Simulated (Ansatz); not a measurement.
Entries from a set of simulations; values are calculated unless marked as measured.

**BC3 (honeycomb, ordered): band gap by G0W0 on PBE**

The cell holds 8 atoms: 2 B and 6 C. Cell: a = 5.171 Å, b = 5.171 Å, c = 23.200 Å, α = 90.0°, β = 90.0°, γ = 120.0°. Vacuum lies along c.

```yaml
method: DFT, PBE, plane waves, PAW; PAW set soft_1 (and 1 further level or step)
program: Ansatz 0.2.0
settings_of_one_run: cutoff 420 eV, 6×6×1 k-mesh, smearing width 0.02 eV, PAW set soft 1
cost: 2 runs, 25 s in all on 4 threads of Arm Neoverse V2, shared host (the runs of this entry)
notes: The program’s warnings: xc potential rough in thin density. The structure was relaxed with PBE. With the 6×6×1 mesh in place of the 3×3×1 mesh and all else as in the G0W0@PBE row with 186 bands, the gap differs by 1.806 − 1.679 = +0.127 eV, and that of the start by 0.659 − 0.797 = −0.138 eV; an edge lies at another k point, so this need not be the shift of one pair of states. For the G0W0 step: the program marks 1 of the 12 corrected levels as in doubt (energies apart), neither edge state among them.
pbe_gap_over_mesh_and_path: 0.659 eV, from k = Γ to k = (0.500, 0.000, 0.000)
g0w0_pbe_gap_over_all_3_irreducible_mesh_points: 1.572 eV, from k = Γ to k = (0.000, 0.333, 0.000)
gw_settings: 3×3×1 mesh, 368 empty bands, screening to 45 eV, PAW set soft_1 files
known_limits: finite bands, screening cutoff and k mesh; no spin-orbit coupling in G0W0; screening cutoff under 40 eV in some runs
```

Over all 3 irreducible mesh points the G0W0 gap is 1.572 eV, from k = Γ to k = (0.000, 0.333, 0.000). The PBE gap of this run on the mesh is 0.797 eV. The two states that bound the G0W0 gap lie that far apart at the start, so the correction of the gap is 1.572 − 0.797 = +0.775 eV. The valence state moves by −5.572 − (−5.540) = −0.032 eV and the conduction state by −4.000 − (−4.742) = +0.742 eV, on the run's own scale; how far single levels stand from their limit in bands is not shown.

[Paths, hosts, dates, memory and timing lines, banners, echoed tables and standing remarks are left out of the program output.]

[Logs are printed without paths, hosts, clocks, repeated set-up lines and the standing remarks that a program may print on its own settings, such as how far it seeks lower states.]

[Runs of the session that timed out or met a known fault of the program may be left out.]

[Cells called generated may have been cut or substituted from an entry of the Crystallography Open Database or the Materials Project.]

[Hosts, paths, dates, database ids (printed as entryN), source tags and the programs' standing remarks are cut or masked in the printed files.]
